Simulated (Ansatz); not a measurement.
# 3-layer antimonene (AA') in a perpendicular field, part 3 of 3

What dipole does a perpendicular field induce in the 3-layer antimonene (AA'), and does the gap follow? A positive field points along +c.

Ansatz 0.2.0; plane-wave DFT, PBE-D3(BJ), Ansatz PAW.

So far, gap, the smaller of path and mesh (eV): step 3 (single point, field 0, start network) 0.697; step 5 (field -0.05 V/Å) 0.693; step 6 (field 0.1 V/Å) 0.680; step 7 (field -0.1 V/Å) 0.680; step 8 (field 0.2 V/Å) 0.563.

### 9. Atoms held, field -0.2 V/Å

Input file input.yaml:

```yaml
crystal:
  lattice:
    - [4.0659583522, 0.0, 0.0]
    - [-2.0329791761, 3.5212232237, 0.0]
    - [0.0, 0.0, 31.0098305757]
  atoms:
    - { symbol: Sb, position: [0.6666666667, 0.3333333333, 0.2902305441] }
    - { symbol: Sb, position: [0.3333333333, 0.6666666667, 0.3435211789] }
    - { symbol: Sb, position: [0.3333333333, 0.6666666667, 0.4733393299] }
    - { symbol: Sb, position: [0.6666666667, 0.3333333333, 0.5266606701] }
    - { symbol: Sb, position: [0.6666666667, 0.3333333333, 0.6564788211] }
    - { symbol: Sb, position: [0.3333333333, 0.6666666667, 0.7097694559] }
kpoints:
  mp_grid: { grid: [12, 12, 1] }
  band_path:
    path: [[0, 0, 0], [0.5, 0, 0], [0.33333333, 0.33333333, 0], [0, 0, 0]]
    npoints: 16
hamiltonian:
  xc: pbe
  dispersion: d3bj
scf:
  occupations: { method: fermi_dirac, width: 0.02585 }
  convergence: { dr2_threshold: 1.0e-10 }
efield:
  axis: 3
  dipole_correction: true
  ramp_position: 0.97
  ramp_width: 0.06
  amplitude: -0.2
output:
  write_potential: true
  write_density: true
  volumetric_format: npy
```

Started as:

```bash
$ ansatz run input.yaml --threads 4 --pin off --max-ram 8192MiB --backend cpu --events-out ev --progress --plain --runs-dir out
```

Numbers of over 12 decimals in the logs are rounded to 6 here.

What it wrote:

```text
[...]
Crystal: 6 atoms, lattice volume = 443.972 Å³
Basis set: ecut = 420 eV, 8647 PW (Γ)
Bands: 54, of which v1, the nominal top of the filled ones, is band 45 counted from 1 (44 counted from 0)
Symmetry: 6 space group operations
k-points: 19 of 144 (time reversal used)
[...]
k-point 0: bands = [... 41 lower, 1.0825, 1.1166, 1.2783, 1.2783, 2.5283, 2.9292, 3.2053, 3.6718, ... 5 higher]
  k-point 1: bands = [... 41 lower, 0.7303, 0.9037, 1.0994, 1.1851, 3.0083, 3.3143, 3.5399, 3.6048, ... 5 higher]
  k-point 2: bands = [... 41 lower, 0.4178, 0.5089, 0.7045, 1.1822, 2.5900, 2.8602, 3.1268, 4.1302, ... 5 higher]
  k-point 18: bands = [... 41 lower, -1.0549, -0.7168, -0.5824, -0.4266, 2.0030, 2.3632, 2.7459, 3.9159, ... 5 higher]
[key lines of the parts left out:]
SCF converged after 14 iterations
Free energy (F): -38908.226328 eV
Fermi energy:    1.549766 eV
Dipole field:    D = -0.091204 V/Å  (p = -0.223774 e·Å, saw-weighted, corrected)
```

It took 37 s on 4 threads of Arm Neoverse V1, shared host; peak memory 1.2 GiB; 2.4 min of CPU time.

The dipole is -0.224 e·Å, and the gap 0.563 eV.

### 10. Atoms held, field 0.3 V/Å

input.yaml, as its differences from that of step 9:

```diff
@@ -26,5 +26,5 @@
   dipole_correction: true
-  ramp_position: 0.97
-  ramp_width: 0.06
-  amplitude: -0.2
+  ramp_position: 0.9683
+  ramp_width: 0.0633
+  amplitude: 0.3
 output:
```

What it wrote:

```text
[...]
Crystal: 6 atoms, lattice volume = 443.972 Å³
Basis set: ecut = 420 eV, 8647 PW (Γ)
Bands: 54, of which v1, the nominal top of the filled ones, is band 45 counted from 1 (44 counted from 0)
Symmetry: 6 space group operations
k-points: 19 of 144 (time reversal used)
[...]
k-point 0: bands = [... 41 lower, 1.0788, 1.1351, 1.3628, 1.3628, 2.4721, 2.9249, 3.2582, 3.5863, ... 5 higher]
  k-point 1: bands = [... 41 lower, 0.6403, 0.8999, 1.1839, 1.2058, 2.9373, 3.3063, 3.5063, 3.6259, ... 5 higher]
  k-point 2: bands = [... 41 lower, 0.4162, 0.5052, 0.7891, 1.2052, 2.5180, 2.8580, 3.1907, 4.0504, ... 5 higher]
  k-point 18: bands = [... 41 lower, -1.1220, -0.6917, -0.5551, -0.3743, 1.9497, 2.3560, 2.7971, 3.8790, ... 5 higher]
[key lines of the parts left out:]
SCF converged after 14 iterations
Free energy (F): -38908.254318 eV
Fermi energy:    1.564571 eV
Dipole field:    D = 0.136984 V/Å  (p = 0.336096 e·Å, saw-weighted, corrected)
```

The job ended after 36 s (4 threads; peak memory 1.2 GiB).

The dipole is 0.336 e·Å, and the gap 0.431 eV.

### 11. Atoms held, field -0.3 V/Å

input.yaml, as its differences from that of step 10:

```diff
@@ -28,3 +28,3 @@
   ramp_width: 0.0633
-  amplitude: 0.3
+  amplitude: -0.3
 output:
```

What it wrote:

```text
[...]
Crystal: 6 atoms, lattice volume = 443.972 Å³
Basis set: ecut = 420 eV, 8647 PW (Γ)
Bands: 54, of which v1, the nominal top of the filled ones, is band 45 counted from 1 (44 counted from 0)
Symmetry: 6 space group operations
k-points: 19 of 144 (time reversal used)
[...]
k-point 0: bands = [... 41 lower, 1.0783, 1.1346, 1.3623, 1.3623, 2.4716, 2.9244, 3.2577, 3.5858, ... 5 higher]
  k-point 1: bands = [... 41 lower, 0.6398, 0.8994, 1.1834, 1.2053, 2.9368, 3.3058, 3.5058, 3.6254, ... 5 higher]
  k-point 2: bands = [... 41 lower, 0.4157, 0.5047, 0.7886, 1.2047, 2.5175, 2.8574, 3.1902, 4.0499, ... 5 higher]
  k-point 18: bands = [... 41 lower, -1.1225, -0.6922, -0.5556, -0.3748, 1.9492, 2.3555, 2.7966, 3.8785, ... 5 higher]
[key lines of the parts left out:]
SCF converged after 14 iterations
Free energy (F): -38908.254318 eV
Fermi energy:    1.564065 eV
Dipole field:    D = -0.136983 V/Å  (p = -0.336094 e·Å, saw-weighted, corrected)
```

It took 36 s on 4 threads; peak memory 1.2 GiB.

The dipole is -0.336 e·Å, and the gap 0.431 eV.

### 12. Atoms held, field 0.4 V/Å

input.yaml, as its differences from that of step 11:

```diff
@@ -26,5 +26,5 @@
   dipole_correction: true
-  ramp_position: 0.9683
-  ramp_width: 0.0633
-  amplitude: -0.3
+  ramp_position: 0.9384
+  ramp_width: 0.1232
+  amplitude: 0.4
 output:
```

What it wrote:

```text
[...]
Crystal: 6 atoms, lattice volume = 443.972 Å³
Basis set: ecut = 420 eV, 8647 PW (Γ)
Bands: 54, of which v1, the nominal top of the filled ones, is band 45 counted from 1 (44 counted from 0)
Symmetry: 6 space group operations
k-points: 19 of 144 (time reversal used)
[...]
k-point 0: bands = [... 41 lower, 1.0732, 1.1578, 1.4423, 1.4423, 2.4056, 2.9193, 3.3170, 3.4995, ... 5 higher]
  k-point 1: bands = [... 41 lower, 0.7033, 0.8944, 1.2314, 1.2635, 2.8570, 3.2918, 3.4317, 3.6632, ... 5 higher]
  k-point 2: bands = [... 41 lower, 0.4130, 0.4996, 0.8686, 1.2336, 2.4387, 2.8529, 3.2582, 3.9394, ... 5 higher]
  k-point 18: bands = [... 41 lower, -1.1373, -0.7091, -0.4876, -0.3223, 1.8854, 2.3475, 2.8546, 3.8326, ... 5 higher]
[key lines of the parts left out:]
SCF converged after 16 iterations
Free energy (F): -38908.293568 eV
Fermi energy:    1.574638 eV
Dipole field:    D = 0.183051 V/Å  (p = 0.449124 e·Å, saw-weighted, corrected)
```

It took 38 s on 4 threads; peak memory 1.2 GiB; 2.5 min of CPU time.

The dipole is 0.449 e·Å, and the gap 0.293 eV.

### 13. Single point, field -0.4 V/Å

input.yaml, as its differences from that of step 12:

```diff
@@ -28,3 +28,3 @@
   ramp_width: 0.1232
-  amplitude: 0.4
+  amplitude: -0.4
 output:
```

What it wrote:

```text
[...]
Crystal: 6 atoms, lattice volume = 443.972 Å³
Basis set: ecut = 420 eV, 8647 PW (Γ)
Bands: 54, of which v1, the nominal top of the filled ones, is band 45 counted from 1 (44 counted from 0)
Symmetry: 6 space group operations
k-points: 19 of 144 (time reversal used)
[...]
k-point 0: bands = [... 41 lower, 1.0732, 1.1578, 1.4423, 1.4423, 2.4056, 2.9193, 3.3170, 3.4995, ... 5 higher]
  k-point 1: bands = [... 41 lower, 0.7033, 0.8944, 1.2314, 1.2635, 2.8570, 3.2918, 3.4317, 3.6632, ... 5 higher]
  k-point 2: bands = [... 41 lower, 0.4130, 0.4996, 0.8686, 1.2336, 2.4387, 2.8529, 3.2582, 3.9394, ... 5 higher]
  k-point 18: bands = [... 41 lower, -1.1373, -0.7091, -0.4876, -0.3223, 1.8854, 2.3475, 2.8546, 3.8326, ... 5 higher]
[key lines of the parts left out:]
SCF converged after 16 iterations
Free energy (F): -38908.293568 eV
Fermi energy:    1.574638 eV
Dipole field:    D = -0.183051 V/Å  (p = -0.449123 e·Å, saw-weighted, corrected)
```

Run time: 38 s. Hardware: 4 threads; peak memory 1.2 GiB.

The dipole is -0.449 e·Å, and the gap 0.293 eV.

### 14. Response, atoms held

This step: plane-wave DFT, PBE-D3(BJ), Ansatz PAW; response to a field along the normal, atoms held (Ansatz 0.2.0).

The dipoles give the slope, and the difference of two potentials shows where the field is screened.

This step gave:

| Item | Value |
| --- | --- |
| equivalent conductor thickness p/(ε₀AE) | 14.13 Å |
| distance between the outer atoms | 13.01 Å |

Table of dipole of the cell by applied field:

```
applied field (V/Å)  dipole of the cell (e·Å)
             -0.400                    -0.449
             -0.300                    -0.336
             -0.200                    -0.224
             -0.100                    -0.112
             -0.050                   -0.0559
              0.000                         0
              0.050                    0.0559
              0.100                     0.112
              0.200                     0.224
              0.300                     0.336
              0.400                     0.449
```

Local field over the applied field, running mean. From the potentials at -0.05 and 0.05 V/Å; running mean over 2.8 Å. The local field over applied field by z:

```
z (Å)  local field over applied field
    5                           0.984
    6                           0.912
    7                           0.685
    8                           0.364
    9                          0.0905
   10                          0.0104
   11                           0.113
   12                           0.280
   13                           0.308
   14                           0.174
   15                          0.0223
   16                          0.0215
   17                           0.172
   18                           0.308
   19                           0.282
   20                           0.115
   21                          0.0105
   22                          0.0886
   23                           0.361
   24                           0.682
   25                           0.911
   26                           0.983
```

Electrons, planar mean, per unit field. Table of induced electron density by z:

```
z (Å)  induced electron density (e/Å³ per V/Å)
    5                                   6.8e-5
    6                                   4.0e-4
    7                                  0.00182
    8                                  0.00278
    9                                   9.4e-4
   10                                  -1.0e-4
   11                                  -7.6e-4
   12                                 -0.00202
   13                                  0.00113
   14                                  0.00132
   15                                   3.0e-4
   16                                  -2.9e-4
   17                                 -0.00129
   18                                 -0.00116
   19                                  0.00200
   20                                   7.6e-4
   21                                   1.1e-4
   22                                  -9.3e-4
   23                                 -0.00276
   24                                 -0.00185
   25                                  -4.1e-4
   26                                  -6.9e-5
```

The smaller of the gaps on the path and on the k-mesh, counted as 0 under 0.03 eV. Gap against applied field:

```
applied field (V/Å)  gap (eV)
             -0.400     0.293
             -0.300     0.431
             -0.200     0.563
             -0.100     0.680
             -0.050     0.693
              0.000     0.697
              0.050     0.693
              0.100     0.680
              0.200     0.563
              0.300     0.431
              0.400     0.293
```

By hand: between -0.05 and 0.05 V/Å the dipole changes by 0.1118 e·Å, a slope of 1.118 e·Å²/V. A perfect conductor of thickness t has p = ε₀AEt, so t = 180.95 × 1.118 / 14.317 = 14.13 Å (e/ε₀ = 180.95 V·Å, A in Å²).

The induced dipole is that of a conductor 14.13 Å thick.

### 15. Summary of results

| Item | Value |
| --- | --- |
| gap without field | 0.697 eV |
| ionisation energy, upper face | 4.62 eV |
| electron affinity, upper face | 3.92 eV |
| equivalent conductor thickness, atoms held | 14.1 Å |

What this shows: The induced dipole equals that of a perfect conductor 14.13 Å thick, while the outer atoms lie 13.01 Å apart; an out-of-plane ε follows only once a thickness t is chosen, by 1 − 1/ε = 14.13 Å / t. The gap goes from 0.70 eV to 0.29 eV at -0.4 V/Å. With the field reversed the gap is 0.29 eV at 0.4 V/Å. Semilocal functionals give gaps that are too small, and excitons are not included. Spin-orbit coupling is left out, which matters for the bands of elements this heavy.

[Logs are printed without paths, hosts, clocks, repeated set-up lines and the standing remarks that a program may print on its own settings, such as how far it seeks lower states.]

[Hosts, paths, dates, database ids (printed as entryN), source tags and the programs' standing remarks are cut or masked in the printed files.]

[Maps of the electrostatic potential energy from Ansatz leave out the sawtooth potential of an applied field or a dipole correction, so their vacuum need not be flat; planar profiles and work functions include it.]
